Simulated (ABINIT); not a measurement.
# KGeH3 (Pm-3m): zone-centre phonons, part 4 of 4

Which modes does KGeH3 (Pm-3m) have at the zone centre?

ABINIT 10.8.3; DFT PBE, scalar-relativistic, plane waves, PseudoDojo norm-conserving pseudopotentials.

So far. Step 7 (Zone-centre response): The acoustic modes at Γ come out as far as 1.2 cm⁻¹ from zero, where they should vanish, a small numerical error. The lowest optical mode is imaginary, 1594i cm⁻¹, an instability at this level and on this k mesh. Step 8 (Zone-centre analysis): The rule moves no optical mode by more than 0.2 cm⁻¹. The relaxed cell has a = 4.075 Å (conventional setting).

The structure was built from a prototype and need not be the compound's stable phase.

## 9. Sum rules set otherwise (asr 0)

Without the rule the raw error of the acoustic modes shows.

The input, anaddb.abi:

```
ddb_filepath "gamma_DDB"
output_file "anaddb.abo"
outdata_prefix "anaddb"
asr 0
chneut 0
enunit 2
eivec 1
nph1l 1
qph1l 0.0 0.0 0.0 1.0
```

The input, mrgddb.in:

```
gamma_DDB
merged
2
dfpt_gammao_DDB
gso_DDB
```

Command:

```console
mrgddb < mrgddb.in > mrgddb.log
OMP_NUM_THREADS=1 anaddb anaddb.abi > anaddb.log
```

anaddb.abo, the main output file:

```text
-outvars_anaddb: echo values of input variables ----------------------

 Miscellaneous information :
      enunit         2
       eivec         1
      chneut         0
 First list of wavevector (reduced coord.) :
       nph1l         1
       qph1l
                     0.00000000E+00  0.00000000E+00  0.00000000E+00    1.000E+00

================================================================================

 read the DDB information and perform some checks

  ==== Info on the Cryst% object ====
 Real(R)+Recip(G) space primitive vectors, cartesian coordinates (Bohr,Bohr^-1):
 R(1)=  7.7012042  0.0000000  0.0000000  G(1)=  0.1298498  0.0000000  0.0000000
 R(2)=  0.0000000  7.7012042  0.0000000  G(2)=  0.0000000  0.1298498  0.0000000
 R(3)=  0.0000000  0.0000000  7.7012042  G(3)=  0.0000000  0.0000000  0.1298498
 Unit cell volume ucvol=  4.5674723E+02 bohr^3
 Angles (23,13,12)=  9.00000000E+01  9.00000000E+01  9.00000000E+01 degrees
 Time-reversal symmetry is present
 Reduced atomic positions [iatom, xred, symbol]:
    1)    0.0000000  0.0000000  0.0000000   K
    2)    0.5000000  0.5000000  0.5000000  Ge
    3)    0.5000000  0.5000000  0.0000000   H
    4)    0.5000000  0.0000000  0.5000000   H
    5)    0.0000000  0.5000000  0.5000000   H

 DDB file with 3 blocks has been read.

================================================================================

 Treat the first list of vectors

  Phonon wavevector (reduced coordinates) :  0.00000  0.00000  0.00000
 Phonon energies in Hartree :
  -7.264724E-03 -7.264724E-03 -7.264724E-03 -5.494650E-06 -5.494649E-06
  -5.494648E-06  5.343371E-04  5.343371E-04  5.343371E-04  2.946136E-03
   2.946136E-03  2.946136E-03  3.160349E-03  3.160349E-03  3.160349E-03
 Phonon energies in meV     :
- -1.976832E+02 -1.976832E+02 -1.976832E+02 -1.495170E-01 -1.495170E-01
- -1.495170E-01  1.454005E+01  1.454005E+01  1.454005E+01  8.016845E+01
-  8.016845E+01  8.016845E+01  8.599748E+01  8.599748E+01  8.599748E+01
 Phonon frequencies in cm-1    :
- -1.594423E+03 -1.594423E+03 -1.594423E+03 -1.205936E+00 -1.205936E+00
- -1.205936E+00  1.172734E+02  1.172734E+02  1.172734E+02  6.466022E+02
-  6.466022E+02  6.466022E+02  6.936164E+02  6.936164E+02  6.936164E+02
 Phonon frequencies in Thz     :
- -4.779959E+01 -4.779959E+01 -4.779959E+01 -3.615306E-02 -3.615306E-02
- -3.615305E-02  3.515769E+00  3.515769E+00  3.515769E+00  1.938465E+01
-  1.938465E+01  1.938465E+01  2.079410E+01  2.079410E+01  2.079410E+01
 Phonon energies in Kelvin  :
- -2.294018E+03 -2.294018E+03 -2.294018E+03 -1.735073E+00 -1.735073E+00
- -1.735073E+00  1.687303E+02  1.687303E+02  1.687303E+02  9.303163E+02
-  9.303163E+02  9.303163E+02  9.979593E+02  9.979593E+02  9.979593E+02

 Eigendisplacements
 (will be given, for each mode : in cartesian coordinates
   for each atom the real part of the displacement vector,
   then the imaginary part of the displacement vector - absolute values smaller than 1.0d-7 are set to zero)
  Mode number    1   Energy   -7.264724E-03
 Attention : low frequency mode.
   (Could be unstable or acoustic mode)
-  1  5.29111626E-05  0.00000000E+00  0.00000000E+00
-     0.00000000E+00  0.00000000E+00  0.00000000E+00
-  2  2.79475155E-04  0.00000000E+00  0.00000000E+00
-     0.00000000E+00  0.00000000E+00  0.00000000E+00
-  3  5.04657286E-04  0.00000000E+00  0.00000000E+00
-     0.00000000E+00  0.00000000E+00  0.00000000E+00
-  4  5.04657286E-04 -1.99090709E-07  0.00000000E+00
-     0.00000000E+00  0.00000000E+00  0.00000000E+00
-  5 -2.31951269E-02  0.00000000E+00  0.00000000E+00
-     0.00000000E+00  0.00000000E+00  0.00000000E+00
  Mode number    2   Energy   -7.264724E-03
 Attention : low frequency mode.
   (Could be unstable or acoustic mode)
-  1  0.00000000E+00 -5.29111626E-05  0.00000000E+00
-     0.00000000E+00  0.00000000E+00  0.00000000E+00
-  2  0.00000000E+00 -2.79475155E-04  0.00000000E+00
-     0.00000000E+00  0.00000000E+00  0.00000000E+00
-  3  0.00000000E+00 -5.04657286E-04  0.00000000E+00
-     0.00000000E+00  0.00000000E+00  0.00000000E+00
-  4  0.00000000E+00  2.31951269E-02  0.00000000E+00
-     0.00000000E+00  0.00000000E+00  0.00000000E+00
-  5 -1.99090709E-07 -5.04657286E-04  0.00000000E+00
-     0.00000000E+00  0.00000000E+00  0.00000000E+00
  Mode number    3   Energy   -7.264724E-03
 Attention : low frequency mode.
   (Could be unstable or acoustic mode)
-  1  0.00000000E+00  0.00000000E+00  5.29111626E-05
-     0.00000000E+00  0.00000000E+00  0.00000000E+00
-  2  0.00000000E+00  0.00000000E+00  2.79475155E-04
-     0.00000000E+00  0.00000000E+00  0.00000000E+00
-  3  0.00000000E+00  0.00000000E+00 -2.31951269E-02
-     0.00000000E+00  0.00000000E+00  0.00000000E+00
-  4  0.00000000E+00  0.00000000E+00  5.04657286E-04
-     0.00000000E+00  0.00000000E+00  0.00000000E+00
-  5  0.00000000E+00  0.00000000E+00  5.04657286E-04
-     0.00000000E+00  0.00000000E+00  0.00000000E+00
  Mode number    4   Energy   -5.494650E-06
 Attention : low frequency mode.
   (Could be unstable or acoustic mode)
-  1  0.00000000E+00  0.00000000E+00  2.17101041E-03
-     0.00000000E+00  0.00000000E+00  0.00000000E+00
-  2  0.00000000E+00  0.00000000E+00  2.19478789E-03
-     0.00000000E+00  0.00000000E+00  0.00000000E+00
-  3  0.00000000E+00  0.00000000E+00  2.19250196E-03
-     0.00000000E+00  0.00000000E+00  0.00000000E+00
-  4  0.00000000E+00  0.00000000E+00  2.19177174E-03
-     0.00000000E+00  0.00000000E+00  0.00000000E+00
-  5  0.00000000E+00  0.00000000E+00  2.19177174E-03
-     0.00000000E+00  0.00000000E+00  0.00000000E+00
  Mode number    5   Energy   -5.494649E-06
 Attention : low frequency mode.
   (Could be unstable or acoustic mode)
-  1  9.68403179E-07  2.17101020E-03  0.00000000E+00
-     0.00000000E+00  0.00000000E+00  0.00000000E+00
-  2  9.79009384E-07  2.19478767E-03  0.00000000E+00
-     0.00000000E+00  0.00000000E+00  0.00000000E+00
-  3  9.77663998E-07  2.19177152E-03  0.00000000E+00
-     0.00000000E+00  0.00000000E+00  0.00000000E+00
-  4  9.77663998E-07  2.19250174E-03  0.00000000E+00
-     0.00000000E+00  0.00000000E+00  0.00000000E+00
-  5  9.77989720E-07  2.19177152E-03  0.00000000E+00
-     0.00000000E+00  0.00000000E+00  0.00000000E+00
  Mode number    6   Energy   -5.494648E-06
 Attention : low frequency mode.
   (Could be unstable or acoustic mode)
-  1  2.17101020E-03 -9.68403434E-07  0.00000000E+00
-     0.00000000E+00  0.00000000E+00  0.00000000E+00
-  2  2.19478767E-03 -9.79009642E-07  0.00000000E+00
-     0.00000000E+00  0.00000000E+00  0.00000000E+00
-  3  2.19177152E-03 -9.77664255E-07  0.00000000E+00
-     0.00000000E+00  0.00000000E+00  0.00000000E+00
-  4  2.19177152E-03 -9.77989978E-07  0.00000000E+00
-     0.00000000E+00  0.00000000E+00  0.00000000E+00
-  5  2.19250174E-03 -9.77664255E-07  0.00000000E+00
-     0.00000000E+00  0.00000000E+00  0.00000000E+00
  Mode number    7   Energy    5.343371E-04
-  1  0.00000000E+00 -3.02586486E-07 -3.05044816E-03
-     0.00000000E+00  0.00000000E+00  0.00000000E+00
-  2  0.00000000E+00  1.56707486E-07  1.57980639E-03
-     0.00000000E+00  0.00000000E+00  0.00000000E+00
-  3  0.00000000E+00  1.04000823E-07  1.14693680E-03
-     0.00000000E+00  0.00000000E+00  0.00000000E+00
-  4  0.00000000E+00  1.13769374E-07  1.04845766E-03
-     0.00000000E+00  0.00000000E+00  0.00000000E+00
-  5  0.00000000E+00  1.04000823E-07  1.04845766E-03
-     0.00000000E+00  0.00000000E+00  0.00000000E+00
  Mode number    8   Energy    5.343371E-04
-  1  0.00000000E+00 -3.05044816E-03  3.02586785E-07
-     0.00000000E+00  0.00000000E+00  0.00000000E+00
-  2  0.00000000E+00  1.57980639E-03 -1.56707641E-07
-     0.00000000E+00  0.00000000E+00  0.00000000E+00
-  3  0.00000000E+00  1.04845766E-03 -1.13769486E-07
-     0.00000000E+00  0.00000000E+00  0.00000000E+00
-  4  0.00000000E+00  1.14693680E-03 -1.04000926E-07
-     0.00000000E+00  0.00000000E+00  0.00000000E+00
-  5  0.00000000E+00  1.04845766E-03 -1.04000926E-07
-     0.00000000E+00  0.00000000E+00  0.00000000E+00
  Mode number    9   Energy    5.343371E-04
-  1  3.05044817E-03  0.00000000E+00  0.00000000E+00
-     0.00000000E+00  0.00000000E+00  0.00000000E+00
-  2 -1.57980639E-03  0.00000000E+00  0.00000000E+00
-     0.00000000E+00  0.00000000E+00  0.00000000E+00
-  3 -1.04845766E-03  0.00000000E+00  0.00000000E+00
-     0.00000000E+00  0.00000000E+00  0.00000000E+00
-  4 -1.04845766E-03  0.00000000E+00  0.00000000E+00
-     0.00000000E+00  0.00000000E+00  0.00000000E+00
-  5 -1.14693681E-03  0.00000000E+00  0.00000000E+00
-     0.00000000E+00  0.00000000E+00  0.00000000E+00
  Mode number   10   Energy    2.946136E-03
-  1  0.00000000E+00  0.00000000E+00  0.00000000E+00
-     0.00000000E+00  0.00000000E+00  0.00000000E+00
-  2  0.00000000E+00  0.00000000E+00  0.00000000E+00
-     0.00000000E+00  0.00000000E+00  0.00000000E+00
-  3  0.00000000E+00  0.00000000E+00  0.00000000E+00
-     0.00000000E+00  0.00000000E+00  0.00000000E+00
-  4  0.00000000E+00  0.00000000E+00 -1.64963405E-02
-     0.00000000E+00  0.00000000E+00  0.00000000E+00
-  5  0.00000000E+00  0.00000000E+00  1.64963405E-02
-     0.00000000E+00  0.00000000E+00  0.00000000E+00
  Mode number   11   Energy    2.946136E-03
-  1  0.00000000E+00  0.00000000E+00  0.00000000E+00
-     0.00000000E+00  0.00000000E+00  0.00000000E+00
-  2  0.00000000E+00  0.00000000E+00  0.00000000E+00
-     0.00000000E+00  0.00000000E+00  0.00000000E+00
-  3  1.87128618E-06 -1.64963403E-02  0.00000000E+00
-     0.00000000E+00  0.00000000E+00  0.00000000E+00
-  4 -1.87128618E-06  0.00000000E+00  0.00000000E+00
-     0.00000000E+00  0.00000000E+00  0.00000000E+00
-  5  0.00000000E+00  1.64963403E-02  0.00000000E+00
-     0.00000000E+00  0.00000000E+00  0.00000000E+00
  Mode number   12   Energy    2.946136E-03
-  1  0.00000000E+00  0.00000000E+00  0.00000000E+00
-     0.00000000E+00  0.00000000E+00  0.00000000E+00
-  2  0.00000000E+00  0.00000000E+00  0.00000000E+00
-     0.00000000E+00  0.00000000E+00  0.00000000E+00
-  3  1.64963403E-02  1.87128618E-06  0.00000000E+00
-     0.00000000E+00  0.00000000E+00  0.00000000E+00
-  4 -1.64963403E-02  0.00000000E+00  0.00000000E+00
-     0.00000000E+00  0.00000000E+00  0.00000000E+00
-  5  0.00000000E+00 -1.87128618E-06  0.00000000E+00
-     0.00000000E+00  0.00000000E+00  0.00000000E+00
  Mode number   13   Energy    3.160349E-03
-  1  0.00000000E+00  0.00000000E+00  9.72978977E-05
-     0.00000000E+00  0.00000000E+00  0.00000000E+00
-  2  0.00000000E+00  0.00000000E+00  4.05176461E-04
-     0.00000000E+00  0.00000000E+00  0.00000000E+00
-  3  0.00000000E+00  3.14276675E-07 -3.49361717E-04
-     0.00000000E+00  0.00000000E+00  0.00000000E+00
-  4  0.00000000E+00  0.00000000E+00 -1.63086309E-02
-     0.00000000E+00  0.00000000E+00  0.00000000E+00
-  5  0.00000000E+00  3.14276675E-07 -1.63086309E-02
-     0.00000000E+00  0.00000000E+00  0.00000000E+00
  Mode number   14   Energy    3.160349E-03
-  1  0.00000000E+00  9.72978977E-05  0.00000000E+00
-     0.00000000E+00  0.00000000E+00  0.00000000E+00
-  2  0.00000000E+00  4.05176461E-04  0.00000000E+00
-     0.00000000E+00  0.00000000E+00  0.00000000E+00
-  3 -3.55934963E-07 -1.63086309E-02  0.00000000E+00
-     0.00000000E+00  0.00000000E+00  0.00000000E+00
-  4 -3.55934963E-07 -3.49361717E-04 -3.14276094E-07
-     0.00000000E+00  0.00000000E+00  0.00000000E+00
-  5  0.00000000E+00 -1.63086309E-02 -3.14276094E-07
-     0.00000000E+00  0.00000000E+00  0.00000000E+00
  Mode number   15   Energy    3.160349E-03
-  1  9.72978977E-05  0.00000000E+00  0.00000000E+00
-     0.00000000E+00  0.00000000E+00  0.00000000E+00
-  2  4.05176461E-04  0.00000000E+00  0.00000000E+00
-     0.00000000E+00  0.00000000E+00  0.00000000E+00
-  3 -1.63086309E-02  3.55934450E-07  0.00000000E+00
-     0.00000000E+00  0.00000000E+00  0.00000000E+00
-  4 -1.63086309E-02  0.00000000E+00  0.00000000E+00
-     0.00000000E+00  0.00000000E+00  0.00000000E+00
-  5 -3.49361717E-04  3.55934450E-07  0.00000000E+00
-     0.00000000E+00  0.00000000E+00  0.00000000E+00

 Analysis of degeneracies and characters (maximum tolerance=1.00E-06 a.u.)
 For each vibration mode, or group of modes if degenerate,
 the characters are given for each symmetry operation (see the list in the log file).
 Symmetry characters of vibration mode #   1
       degenerate with vibration modes #   2 to    3
  3.0 -3.0 -1.0  1.0 -1.0  1.0 -1.0  1.0  1.0 -1.0 -1.0  1.0  1.0 -1.0 -1.0  1.0
  0.0 -0.0 -0.0  0.0 -0.0  0.0  0.0 -0.0  1.0 -1.0 -1.0  1.0 -1.0  1.0  1.0 -1.0
  0.0 -0.0 -0.0  0.0  0.0 -0.0 -0.0  0.0  1.0 -1.0  1.0 -1.0 -1.0  1.0 -1.0  1.0
 Symmetry characters of vibration mode #   4
       degenerate with vibration modes #   5 to    6
  3.0 -3.0 -1.0  1.0 -1.0  1.0 -1.0  1.0  1.0 -1.0 -1.0  1.0  1.0 -1.0 -1.0  1.0
  0.0 -0.0  0.0 -0.0 -0.0  0.0 -0.0  0.0  1.0 -1.0 -1.0  1.0 -1.0  1.0  1.0 -1.0
  0.0 -0.0 -0.0  0.0 -0.0  0.0  0.0 -0.0  1.0 -1.0  1.0 -1.0 -1.0  1.0 -1.0  1.0
 Symmetry characters of vibration mode #   7
       degenerate with vibration modes #   8 to    9
  3.0 -3.0 -1.0  1.0 -1.0  1.0 -1.0  1.0  1.0 -1.0 -1.0  1.0  1.0 -1.0 -1.0  1.0
 -0.0  0.0 -0.0  0.0  0.0 -0.0  0.0 -0.0  1.0 -1.0 -1.0  1.0 -1.0  1.0  1.0 -1.0
 -0.0  0.0  0.0 -0.0  0.0 -0.0 -0.0  0.0  1.0 -1.0  1.0 -1.0 -1.0  1.0 -1.0  1.0
 Symmetry characters of vibration mode #  10
       degenerate with vibration modes #  11 to   12
  3.0 -3.0 -1.0  1.0 -1.0  1.0 -1.0  1.0 -1.0  1.0  1.0 -1.0 -1.0  1.0  1.0 -1.0
 -0.0  0.0 -0.0  0.0  0.0 -0.0  0.0 -0.0 -1.0  1.0  1.0 -1.0  1.0 -1.0 -1.0  1.0
 -0.0  0.0  0.0 -0.0  0.0 -0.0 -0.0  0.0 -1.0  1.0 -1.0  1.0  1.0 -1.0  1.0 -1.0
 Symmetry characters of vibration mode #  13
       degenerate with vibration modes #  14 to   15
  3.0 -3.0 -1.0  1.0 -1.0  1.0 -1.0  1.0  1.0 -1.0 -1.0  1.0  1.0 -1.0 -1.0  1.0
  0.0 -0.0  0.0 -0.0 -0.0  0.0 -0.0  0.0  1.0 -1.0 -1.0  1.0 -1.0  1.0  1.0 -1.0
  0.0 -0.0 -0.0  0.0 -0.0  0.0  0.0 -0.0  1.0 -1.0  1.0 -1.0 -1.0  1.0 -1.0  1.0
-
```

Elapsed: 0.51 s, on 1 thread of Arm Neoverse V1, shared host.

Zone-centre frequencies as printed; negative means imaginary. Modes:

```tsv
mode	frequency (cm⁻¹)
1	-1594
2	-1594
3	-1594
4	-1.21
5	-1.21
6	-1.21
7	117.3
8	117.3
9	117.3
10	646.6
11	646.6
12	646.6
13	693.6
14	693.6
15	693.6
```

## 10. Results

```
space group after relaxation                                           : Pm-3m
volume per atom                                                        : 13.5 Å³
highest optical zone-centre mode (no LO-TO term)                       : 693.6 cm⁻¹
lowest optical zone-centre mode                                        : -1594 cm⁻¹
imaginary optical modes at the zone centre (no q mesh in this session) : yes
```

At the PBE level the optical modes of KGeH3 (Pm-3m) at the zone centre run from 1594i to 694 cm⁻¹, so the structure is a saddle point, with 3 modes beyond 10i cm⁻¹ there. These are harmonic frequencies at zero temperature: anharmonic shifts and linewidths and thermal expansion are left out. In a metal the frequencies hang on the k mesh and the smearing, most of all near Kohn anomalies. The structure is a hypothetical one, built on a prototype.

[Host names and launcher messages were left out of these logs when they were recorded.]

[Logs are printed without paths, hosts, clocks, repeated set-up lines and the standing remarks that a program may print on its own settings, such as how far it seeks lower states.]

[Hosts, paths, dates, database ids (printed as entryN), source tags and the programs' standing remarks are cut or masked in the printed files.]
